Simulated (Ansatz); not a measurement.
**Lattice dynamics of YZn (Pm-3m)**

Aim: the vibrations of YZn (Pm-3m), their spectra, and whether the structure is stable.

Program: Ansatz 0.2.0. Level of theory: DFT PBEsol, scalar-relativistic, plane waves, PAW; PAW set soft_1. Results are calculated unless marked as measured.

## Step 1: The starting structure

Symmetry: Pm-3m, No. 221, cubic system. The conventional cell has a = 3.560 Å, b = 3.560 Å, c = 3.560 Å, α = 90.00°, β = 90.00°, γ = 90.00°. Y has 8 Zn at 3.08 Å nearest. Nearest to Zn lie 8 Y at 3.08 Å. Farther neighbours are not listed.

## Step 2: Relaxation

The cell and atoms are relaxed, since residual forces and stress would shift the frequencies.

File input.yaml:

```yaml
crystal:
  lattice:
    - [3.56, 0.0, 0.0]
    - [0.0, 3.56, 0.0]
    - [0.0, 0.0, 3.56]
  atoms:
    - { symbol: "Y", position: [0.0, 0.0, 0.0] }
    - { symbol: Zn, position: [0.5, 0.5, 0.5] }
kpoints:
  mp_grid: { grid: [12, 12, 12] }
hamiltonian:
  xc: pbesol
  pseudopotentials: { kind: paw, azcp: { folder: soft_1 }, xc_functional: pbe }
scf:
  occupations: { method: gaussian, width: 0.1 }
output:
  forces: true
  stress: true
  eigenvalues: true
relax:
  adjacent_minimum: "off"
  f_tol: 0.005
  max_steps: 80
  cell: { stress_tol: 0.05 }
```

Started as:

```console
> ansatz run input.yaml --threads 4 --pin off --max-ram 10240MiB --backend cpu --events-out ev --progress --plain --runs-dir out
```

Numbers of over 12 decimals in the logs are rounded to 6 here.

What it wrote:

```text
Engine: ansatz 0.2.0, aarch64-unknown-linux-gnu
Pseudopotentials: kind: paw
Pseudopotential: Y, paw, valence charge 11, recommended cutoff 420 eV (normal), soft_1/Y.paw.azcp
Pseudopotential: Zn, paw, valence charge 12, recommended cutoff 420 eV (normal), soft_1/Zn.paw.azcp
Functional definition: PBEsol
  exchange = pbesol_x
  correlation = pbesol_c
Crystal: 2 atoms, lattice volume = 45.118 Å³
Basis set: ecut = 420 eV, 895 PW (Γ), exchange–correlation on 48×48×48 points (8 copies of the dense FFT grid, shifted against one another)
Bands: 16, of which v1, the nominal top of the filled ones, is band 12 counted from 1 (11 counted from 0)
Symmetry: 48 space group operations
Space group: Pm-3m (ITA 221), of the structure as read, at distance tolerance 3.6e-5 Å
k-points: 84 of 1728
Non-local potential: Y, projectors of the file, l = 0: 3, l = 1: 2, l = 2: 2, l = 3: 1
Non-local potential: Zn, projectors of the file, l = 0: 2, l = 1: 2, l = 2: 3, l = 3: 1
PAW form: soft (Blöchl's): semilocal exchange-correlation on the pseudo side does not see the compensation charge
PAW frozen core: Y, regenerated for the run's functional, and the local potential with it (the file was generated under x = pbe(κ = 0.804, μ = 0.219515), c = pbe(β = 0.066725))
PAW frozen core: Zn, regenerated for the run's functional, and the local potential with it (the file was generated under x = pbe(κ = 0.804, μ = 0.219515), c = pbe(β = 0.066725))
PAW one-centre angular grid: Y, 590 points (default); XC on 64 Gauss nodes
PAW one-centre angular grid: Zn, 590 points (default); XC on 64 Gauss nodes
Initial density: superposition of atomic densities (chi_scale 0.1, normalization cell, long waves kept (reshape's long-wave potential 0.00 eV rms))
Initial wavefunctions: pseudopotential atomic-orbital guess
Functional: x = pbesol(κ = 0.804, μ = 0.123457), c = pbesol(β = 0.046)
SCF iter   1: F=—  HF=-7077.526192 eV  |F-HF|=—  |Δ(HF+E_count)|=         —  Δρ=9.85e-2  dr2=3.51e0  ethr=3.10e-3  ⟨swp⟩=5.2  Hψ=7112  notcnv=0
preconditioner: auto → none  [metal: Δε(μ)=0.009 eV  Ē_g=11.750 eV  σ=0.100 eV  W_gap=0.05  n_scr=6 (ndim 8)  ℏωp=25.3 eV  f_vac=0.000  D(μ)=3.58/eV (n_scr^D=32)  sad-step TF]
SCF iter   2: F=—  HF=-7076.934188 eV  |F-HF|=—  |Δ(HF+E_count)|=   5.92e-1  Δρ=3.66e-2  dr2=7.42e-1  ethr=3.10e-3  ⟨swp⟩=2.0  Hψ=2987  notcnv=0
SCF iter   3: F=—  HF=-7076.722938 eV  |F-HF|=—  |Δ(HF+E_count)|=   2.11e-1  Δρ=1.08e-2  dr2=4.60e-2  ethr=3.10e-3  ⟨swp⟩=2.3  Hψ=2496  notcnv=0  defer=2
SCF iter   4: F=—  HF=-7076.713778 eV  |F-HF|=—  |Δ(HF+E_count)|=   9.16e-3  Δρ=1.56e-3  dr2=6.37e-4  ethr=2.00e-4  ⟨swp⟩=2.1  Hψ=2696  notcnv=0  defer=3
SCF iter   5: F=—  HF=-7076.714911 eV  |F-HF|=—  |Δ(HF+E_count)|=   1.13e-3  Δρ=1.50e-3  dr2=6.35e-4  ethr=2.77e-6  ⟨swp⟩=2.0  Hψ=1999  notcnv=0  defer=3
SCF iter   6: F=—  HF=-7076.714801 eV  |F-HF|=—  |Δ(HF+E_count)|=   1.10e-4  Δρ=4.46e-4  dr2=5.44e-5  ethr=2.76e-6  ⟨swp⟩=2.7  Hψ=2026  notcnv=0  defer=3
SCF iter   7: F=—  HF=-7076.714786 eV  |F-HF|=—  |Δ(HF+E_count)|=   1.54e-5  Δρ=9.53e-5  dr2=2.78e-6  ethr=2.37e-7  ⟨swp⟩=2.0  Hψ=1760  notcnv=0  defer=3
SCF iter   8: F=—  HF=-7076.714785 eV  |F-HF|=—  |Δ(HF+E_count)|=   7.25e-7  Δρ=2.05e-5  dr2=1.33e-7  ethr=1.21e-8  ⟨swp⟩=2.0  Hψ=1964  notcnv=0  defer=3
SCF iter   9: F=-7076.714785 eV  HF=-7076.714785 eV  |F-HF|=3.84e-9  |Δ(HF+E_count)|=   3.77e-8  Δρ=3.60e-6  dr2=4.04e-9  ethr=4.35e-10  ⟨swp⟩=5.0  Hψ=5133  notcnv=0
SCF 1 converged in 9 iterations: F = -7076.714785 eV  dr2 = 4.04e-9
  greatest PAW one-centre occupation: 0.993 electrons in one spin orbital (limit 2), on the Y atom at site 0 (counted from 0), in its partial waves of l = 0
relax step   1: F+E_penalty+E_count = -7076.71478499 eV  Δ(F+E_penalty+E_count) = +0.000e0 eV  max|allowed force component| = 1.659e-28 eV/Å  Δτ_max = 0.0000 Å  P = -2.081 GPa  Ω = 45.118 Å³  (9 SCF iters, dr2 threshold 1.00e-7 eV, accepted)
Crystal: 2 atoms, lattice volume = 43.054 Å³
Basis set: ecut = 420 eV, 847 PW (Γ), exchange–correlation on 48×48×48 points (8 copies of the dense FFT grid, shifted against one another)
Initial density: handed on by an earlier stage of this run
Initial wavefunctions: those handed on with the density
iter 1 solved again at ethr=5.07e-5 eV; its pass at ethr=3.10e-3 eV (dr2=1.17e-2 eV) is discarded
SCF iter   1: F=—  HF=-7076.726863 eV  |F-HF|=—  |Δ(HF+E_count)|=         —  Δρ=5.32e-3  dr2=1.18e-2  ethr=5.07e-5  ⟨swp⟩=1.0  Hψ=8534  notcnv=0
preconditioner: auto → none  [metal: Δε(μ)=0.018 eV  Ē_g=13.083 eV  σ=0.100 eV  W_gap=0.10  n_scr=6 (ndim 8)  ℏωp=25.9 eV  f_vac=0.000  D(μ)=2.61/eV (n_scr^D=26)]
SCF iter   2: F=—  HF=-7076.725581 eV  |F-HF|=—  |Δ(HF+E_count)|=   1.28e-3  Δρ=4.93e-3  dr2=6.04e-3  ethr=5.07e-5  ⟨swp⟩=2.0  Hψ=2270  notcnv=0
SCF iter   3: F=—  HF=-7076.723442 eV  |F-HF|=—  |Δ(HF+E_count)|=   2.14e-3  Δρ=4.56e-4  dr2=5.34e-5  ethr=2.63e-5  ⟨swp⟩=2.0  Hψ=2438  notcnv=0
SCF iter   4: F=—  HF=-7076.723451 eV  |F-HF|=—  |Δ(HF+E_count)|=   8.87e-6  Δρ=2.51e-4  dr2=8.80e-6  ethr=2.32e-7  ⟨swp⟩=2.1  Hψ=2152  notcnv=0
SCF iter   5: F=—  HF=-7076.723463 eV  |F-HF|=—  |Δ(HF+E_count)|=   1.16e-5  Δρ=1.21e-4  dr2=4.39e-6  ethr=3.83e-8  ⟨swp⟩=2.0  Hψ=1952  notcnv=0
SCF iter   6: F=-7076.723463 eV  HF=-7076.723463 eV  |F-HF|=1.55e-8  |Δ(HF+E_count)|=   2.21e-7  Δρ=7.83e-6  dr2=1.86e-8  ethr=8.70e-10  ⟨swp⟩=3.7  Hψ=5991  notcnv=0
SCF 2 converged in 6 iterations: F = -7076.723463 eV  dr2 = 1.86e-8
relax step   2: F+E_penalty+E_count = -7076.72346250 eV  Δ(F+E_penalty+E_count) = -8.678e-3 eV  max|allowed force component| = 5.759e-29 eV/Å  Δτ_max = 0.0000 Å  P = +0.917 GPa  Ω = 43.054 Å³  energy of the carried Pulay correction = +4.234e-4 eV  (6 SCF iters, dr2 threshold 2.00e-7 eV, accepted)
Crystal: 2 atoms, lattice volume = 43.665 Å³
iter 1 solved again at ethr=4.36e-6 eV; its pass at ethr=3.10e-3 eV (dr2=1.00e-3 eV) is discarded
SCF iter   1: F=—  HF=-7076.725314 eV  |F-HF|=—  |Δ(HF+E_count)|=         —  Δρ=1.61e-3  dr2=1.13e-3  ethr=4.36e-6  ⟨swp⟩=2.0  Hψ=8535  notcnv=0
preconditioner: auto → none  [metal: Δε(μ)=0.050 eV  Ē_g=13.151 eV  σ=0.100 eV  W_gap=0.26  n_scr=6 (ndim 8)  ℏωp=25.8 eV  f_vac=0.000  D(μ)=2.51/eV (n_scr^D=26)]
SCF iter   2: F=—  HF=-7076.725180 eV  |F-HF|=—  |Δ(HF+E_count)|=   1.34e-4  Δρ=1.50e-3  dr2=5.68e-4  ethr=4.36e-6  ⟨swp⟩=2.0  Hψ=1987  notcnv=0
SCF iter   3: F=—  HF=-7076.724982 eV  |F-HF|=—  |Δ(HF+E_count)|=   1.98e-4  Δρ=1.37e-4  dr2=5.55e-6  ethr=2.47e-6  ⟨swp⟩=2.0  Hψ=1931  notcnv=0
SCF iter   4: F=—  HF=-7076.724977 eV  |F-HF|=—  |Δ(HF+E_count)|=   5.77e-6  Δρ=8.04e-5  dr2=9.43e-7  ethr=2.41e-8  ⟨swp⟩=2.1  Hψ=2036  notcnv=0
SCF iter   5: F=—  HF=-7076.724978 eV  |F-HF|=—  |Δ(HF+E_count)|=   1.07e-6  Δρ=3.50e-5  dr2=3.59e-7  ethr=8.70e-10  ⟨swp⟩=5.1  Hψ=5749  notcnv=0
SCF iter   6: F=-7076.724978 eV  HF=-7076.724978 eV  |F-HF|=3.90e-10  |Δ(HF+E_count)|=   6.19e-9  Δρ=1.40e-6  dr2=6.46e-10  ethr=8.70e-10  ⟨swp⟩=4.3  Hψ=4568  notcnv=0
SCF 3 converged in 6 iterations: F = -7076.724978 eV  dr2 = 6.46e-10
relax step   3: F+E_penalty+E_count = -7076.72497762 eV  Δ(F+E_penalty+E_count) = -1.515e-3 eV  max|allowed force component| = 4.618e-30 eV/Å  Δτ_max = 0.0000 Å  P = -0.045 GPa  Ω = 43.665 Å³  energy of the carried Pulay correction = +2.960e-4 eV  (6 SCF iters, dr2 threshold 2.00e-7 eV, accepted)
Initial wavefunctions: pseudopotential atomic-orbital guess (no wavefunctions were taken with the density)
iter 1 solved again at ethr=7.45e-8 eV; its pass at ethr=3.10e-3 eV (dr2=1.71e-5 eV) is discarded
SCF iter   1: F=—  HF=-7076.724689 eV  |F-HF|=—  |Δ(HF+E_count)|=         —  Δρ=5.78e-5  dr2=5.20e-7  ethr=7.45e-8  ⟨swp⟩=2.9  Hψ=10921  notcnv=0
preconditioner: auto → none  [metal: Δε(μ)=0.014 eV  Ē_g=13.128 eV  σ=0.100 eV  W_gap=0.08  n_scr=6 (ndim 8)  ℏωp=25.8 eV  f_vac=0.000  D(μ)=2.54/eV (n_scr^D=26)]
SCF iter   2: F=—  HF=-7076.724682 eV  |F-HF|=—  |Δ(HF+E_count)|=   6.81e-6  Δρ=8.00e-5  dr2=1.27e-6  ethr=2.26e-9  ⟨swp⟩=2.0  Hψ=1953  notcnv=0
SCF iter   3: F=—  HF=-7076.724682 eV  |F-HF|=—  |Δ(HF+E_count)|=   3.67e-7  Δρ=5.97e-5  dr2=1.06e-6  ethr=2.26e-9  ⟨swp⟩=2.0  Hψ=1987  notcnv=0
SCF iter   4: F=—  HF=-7076.724682 eV  |F-HF|=—  |Δ(HF+E_count)|=   4.59e-7  Δρ=3.98e-6  dr2=4.44e-9  ethr=2.26e-9  ⟨swp⟩=2.0  Hψ=1985  notcnv=0
SCF iter   5: F=—  HF=-7076.724682 eV  |F-HF|=—  |Δ(HF+E_count)|=  5.55e-10  Δρ=1.01e-6  dr2=1.79e-10  ethr=1.93e-11  ⟨swp⟩=2.3  Hψ=2202  notcnv=0
SCF iter   6: F=-7076.724682 eV  HF=-7076.724682 eV  |F-HF|=0.00e0  |Δ(HF+E_count)|=  3.46e-11  Δρ=1.31e-7  dr2=3.77e-12  ethr=1.00e-12  ⟨swp⟩=3.7  Hψ=5766  notcnv=0
SCF 4 converged in 6 iterations: F = -7076.724682 eV  dr2 = 3.77e-12
relax step   4: F+E_penalty+E_count = -7076.72468176 eV  Δ(F+E_penalty+E_count) = +2.959e-4 eV  max|allowed force component| = 5.391e-30 eV/Å  Δτ_max = 0.0000 Å  P = -0.045 GPa  Ω = 43.665 Å³  stress off target by 4.55e-2 GPa  SCF on the basis re-selected at this cell (its energy is not comparable with the rows above)  (6 SCF iters)
basis re-selected at this cell: Δ(F+E_penalty+E_count) = +2.959e-4 eV, ΔP = -0.001 GPa vs the last step (what re-selecting the basis moved, of the pressure what is left beyond the Pulay correction that the steps carried, after the strain that the cell walked since its last selection, with what the two solves' SCF thresholds leave and, on support functions, any second-order correction that the steps lacked; it is no m [...]
SCF converged after 6 iterations
Free energy (F): -7076.724682 eV
Harris-Foulkes:  -7076.724682 eV  (|F-HF|=0.00e0)
Internal energy: -7076.711986 eV  (E = F + TS)
E sigma→0 (E₀):  -7076.718334 eV
Entropy (-TS):   -0.012695 eV (-6.348 meV/atom)
Fermi energy:    10.783089 eV
--- Per-component energies (eV) ---
  E_band       = -53.469010
  E_kinetic    = 465.029634
  E_local      = -2428.980752  (includes V_loc(G=0)·N_el)
  E_nonlocal   = 844.068959
  E_hartree    = 888.975814
  E_xc         = -255.994774
  E_vxc        = -257.558145  (∫ρ·V_xc dr)
  E_paw        = -4620.580595  (= ΣΔE_a)
  E_vpaw       = -453.980142  (= ΣTr[D̂ρ^β])
  E_aug_tail   = -0.000217  (compensation charges beyond the density's cutoff)
  E_ewald      = -1970.176185
  E_core_change = 0.946129  (= ΣΔE_core)
  E_smearing   = -0.012695  (= −TS)
  E_closure    = -0.000000  (closes the sum)
  Σ components = -7076.724682   (vs F -7076.724682, Δ=0.00e0)
--- Forces (eV/Å), atoms counted from 1 ---
  atom   1  Y     -0.00000000     0.00000000    -0.00000000
  atom   2  Zn     0.00000000     0.00000000     0.00000000
  max |Σ_I F_I| component: 1.03e-29 eV/Å
--- Stress (GPa, compression-positive) ---
       -0.045472       0.000000       0.000000
        0.000000      -0.045472      -0.000000
        0.000000      -0.000000      -0.045472
  P = ⅓ Tr σ = -0.0455 GPa (-0.455 kbar)
--- Band table (eV; the first three rows and the last of 84) ---
  k-point 0: bands = [... 8 lower, 3.9119, 3.9119, 10.7303, 10.7303, 15.2494, 15.2494, 15.2494, 15.6436]
  k-point 1: bands = [... 8 lower, 3.9097, 3.9134, 10.7155, 10.7556, 14.5414, 14.5414, 15.2571, 15.2972]
  k-point 2: bands = [... 8 lower, 3.9177, 4.0528, 10.5522, 10.8274, 13.7675, 13.7675, 14.7792, 15.2784]
  k-point 83: bands = [... 8 lower, 4.0667, 8.8077, 8.8077, 8.8077, 10.3997, 16.2288, 16.2288, 16.2288]
--- Relaxed structure (3 steps of the walk, 3 accepted, 1 SCFs on fresh bases) ---
  F+E_penalty+E_count = -7076.72468176 eV   max|allowed force component| = 5.391e-30 eV/Å   (the final SCF, on the basis selected at the relaxed cell)
  cell:  # Å, volume = 43.6650 Å³
    - [3.521367, 0, 0]
    - [0, 3.521367, 0]
    - [0, 0, 3.521367]
  atoms:
    - { symbol: Y, position: [0, 0, 0] }
    - { symbol: Zn, position: [0.5, 0.5, 0.5] }
```

Run time: 3.8 s. Hardware: 4 threads of Arm Neoverse V2, shared host; peak memory 0.37 GiB; 13 s of CPU time.

Step by step:

| step | energy less that of the first step (eV) | largest force component (eV/Å) | pressure (GPa) | volume (Å³) |
| --- | --- | --- | --- | --- |
| 1 | 0.0000 | 0.0000 | -2.08 | 45.12 |
| 2 | -0.0087 | 0.0000 | 0.92 | 43.05 |
| 3 | -0.0102 | 0.0000 | -0.04 | 43.67 |
| 4* | -0.0099 | 0.0000 | -0.05 | 43.67 |

Relaxation steps marked * repeat the geometry before them on a plane-wave basis chosen anew for their cell, so energy and pressure can jump there.

Forces are held to the 48 operations that the run works with; a distortion that breaks them can't arise in this run.

| conventional cell, symmetrised | before | after | change |
| --- | --- | --- | --- |
| a (Å) | 3.560 | 3.521 | -1.1 % |
| b (Å) | 3.560 | 3.521 | -1.1 % |
| c (Å) | 3.560 | 3.521 | -1.1 % |
| volume (Å³/atom) | 22.56 | 21.83 | -3.2 % |

Final coordinates:

```cif
data_structure
_symmetry_space_group_name_H-M 'P 1'
_symmetry_Int_Tables_number 1
_cell_length_a 3.5214
_cell_length_b 3.5214
_cell_length_c 3.5214
_cell_angle_alpha 90.000
_cell_angle_beta 90.000
_cell_angle_gamma 90.000
_cell_volume 43.67
loop_
_atom_site_label
_atom_site_type_symbol
_atom_site_fract_x
_atom_site_fract_y
_atom_site_fract_z
_atom_site_occupancy
Y1 Y 0.00000 0.00000 0.00000 1
Zn2 Zn 0.50000 0.50000 0.50000 1
```

Numbers from this step:

```
pressure          : -0.04547 GPa
volume per atom   : 21.83 Å³
gap on the k-mesh : 0 eV
```

In this step the volume went from 22.56 to 21.83 Å³/atom.

## Step 3: Tight relaxation

Phonons need a cell at rest on their own settings, so the relaxation is repeated with tight tolerances on forces and stress on the k mesh and occupations of the first response run.

input.yaml, the sections that differ from step 2:

```yaml
crystal:
  lattice:
    - [3.5213666307, 0.0, 0.0]
    - [0.0, 3.5213666307, 0.0]
    - [0.0, 0.0, 3.5213666307]
  atoms:
    - { symbol: "Y", position: [0.0, 0.0, 0.0] }
    - { symbol: Zn, position: [0.5, 0.5, 0.5] }
scf:
  occupations: { method: methfessel_paxton, width: 0.2 }
output:
  forces: true
  stress: true
  eigenvalues: true
  write_density: true
  write_potential: true
  elf: true
  volumetric_format: npy
relax:
  adjacent_minimum: "off"
  f_tol: 0.001
  max_steps: 60
  cell: { stress_tol: 0.01 }
# kpoints, hamiltonian: as in step 2
```

What it wrote:

```text
[...]
Crystal: 2 atoms, lattice volume = 43.665 Å³
Basis set: ecut = 420 eV, 847 PW (Γ), exchange–correlation on 48×48×48 points (8 copies of the dense FFT grid, shifted against one another)
Bands: 16, of which v1, the nominal top of the filled ones, is band 12 counted from 1 (11 counted from 0)
Symmetry: 48 space group operations
[...]
k-points: 84 of 1728
[...]
k-point 83: bands = [... 8 lower, 4.0729, 8.8129, 8.8129, 8.8129, 10.4074, 16.2391, 16.2391, 16.2391]
--- Relaxed structure (3 steps of the walk, 3 accepted, 1 SCFs on fresh bases) ---
[...]
cell:  # Å, volume = 43.6422 Å³
    - [3.520753, 0, 0]
    - [0, 3.520753, 0]
    - [0, 0, 3.520753]
  atoms:
    - { symbol: Y, position: [0, 0, 0] }
    - { symbol: Zn, position: [0.5, 0.5, 0.5] }
[key lines of the parts left out:]
SCF converged after 7 iterations
Free energy (F): -7076.719967 eV
Fermi energy:    10.794736 eV
P = ⅓ Tr σ = 0.0001 GPa (0.001 kbar)
```

Run time: 3.5 s. Hardware: 4 threads; peak memory 0.37 GiB; 12 s of CPU time.

Little changed from the start: no atom moved by 0.005 Å and no cell edge by 0.1 %.

This step gave:

```
pressure        : 9.20e-5 GPa
volume per atom : 21.82 Å³
```

Electrostatic potential energy in the ac plane at fractional y = 0.500, with atoms of Zn within 0.2 Å of it. With pseudopotentials it is smooth inside the atoms' cores, unlike the true potential.

Ten even steps from '_' (-54 eV) to '@' (14 eV), each cell a mean:
```
@@@@@@@@@@@@@@@@@@@@@@@@@@@@
@@@@@@@@@@@@@@@@@@@@@@@@@@@@
@@@@@@@@@@@@@@%%@@@@@@@@@@@@
@@@@@@@@%%##**++**##@@@@@@@@
@@@@@@@@##==::::--++##@@@@@@
@@@@@@%%++::______--**@@@@@@
@@@@@@%%==..______::++%%@@@@
@@@@@@%%++::______::**@@@@@@
@@@@@@@@##==::..::==##@@@@@@
@@@@@@@@%%##++==++##%%@@@@@@
@@@@@@@@@@@@%%%%%%@@@@@@@@@@
@@@@@@@@@@@@@@@@@@@@@@@@@@@@
@@@@@@@@@@@@@@@@@@@@@@@@@@@@
@@@@@@@@@@@@@@@@@@@@@@@@@@@@
```
Columns run along a (3.5 Å; values clipped at the 3rd and 97th percentile), rows up along c (3.5 Å). Atoms in or near the plane, at fractional coordinates: Zn at (0.50, 0.50).

Valence density in the ac plane at fractional y = 0.500, with atoms of Zn within 0.2 Å of it. It is the smooth field of the valence electrons, not physical close to the nuclei.

Values in e/Å³, 14 rows by 14 columns, each cell a mean:
```
 0  0  0  0  0  0  0  0  0  0  0  0  0  0
 0  0  0  0  0  0  0  0  0  0  0  0  0  0
 0  0  0  0  0  0  0  0  0  0  0  0  0  0
 0  0  0  0  0  0  1  1  1  0  0  0  0  0
 0  0  0  0  1  1  3  4  3  1  0  0  0  0
 0  0  0  0  1  3 12 20 10  3  1  0  0  0
 0  0  0  0  1  6 24 40 20  4  1  0  0  0
 0  0  0  0  1  4 15 24 12  3  1  0  0  0
 0  0  0  0  1  1  4  6  3  1  0  0  0  0
 0  0  0  0  0  1  1  1  1  1  0  0  0  0
 0  0  0  0  0  0  0  0  0  0  0  0  0  0
 0  0  0  0  0  0  0  0  0  0  0  0  0  0
 0  0  0  0  0  0  0  0  0  0  0  0  0  0
 0  0  0  0  0  0  0  0  0  0  0  0  0  0
```
Columns run along a (3.5 Å), rows up along c (3.5 Å). Atoms in or near the plane, at fractional coordinates: Zn at (0.50, 0.50).

ELF in the ac plane at fractional y = 0.500, with atoms of Zn within 0.2 Å of it. It is the smooth field of the valence electrons, not physical close to the nuclei.

Ten even steps from '_' (0.00) to '@' (0.52), each cell a mean:
```
::--==**%%@@@@@@@@@@%%**==--
====**##%%####**####%%##++==
****####**++======++######**
%%%%%%**==----::--==++##%%%%
@@@@##++--::..__..::==++##@@
@@@@**==::..______..--==##@@
@@%%**==::__________::==**@@
@@@@**==::________..--==##@@
@@@@##==--::____..::--++##@@
%%%%%%**==--::::::--==**%%%%
**######**========++**####**
==++**##%%##******##%%##**==
----++##%%@@@@%%@@@@%%**==--
::--==**%%@@@@@@@@@@%%**==::
```
Columns run along a (3.5 Å), rows up along c (3.5 Å). Atoms in or near the plane, at fractional coordinates: Zn at (0.50, 0.50).

The forces vanish by symmetry and the pressure is 0.000 GPa, within the tolerances set. The cell now holds 21.82 Å³/atom.

[end of part 1 of 2]

[Logs are printed without paths, hosts, clocks, repeated set-up lines and the standing remarks that a program may print on its own settings, such as how far it seeks lower states.]

[Hosts, paths, dates, database ids (printed as entryN), source tags and the programs' standing remarks are cut or masked in the printed files.]
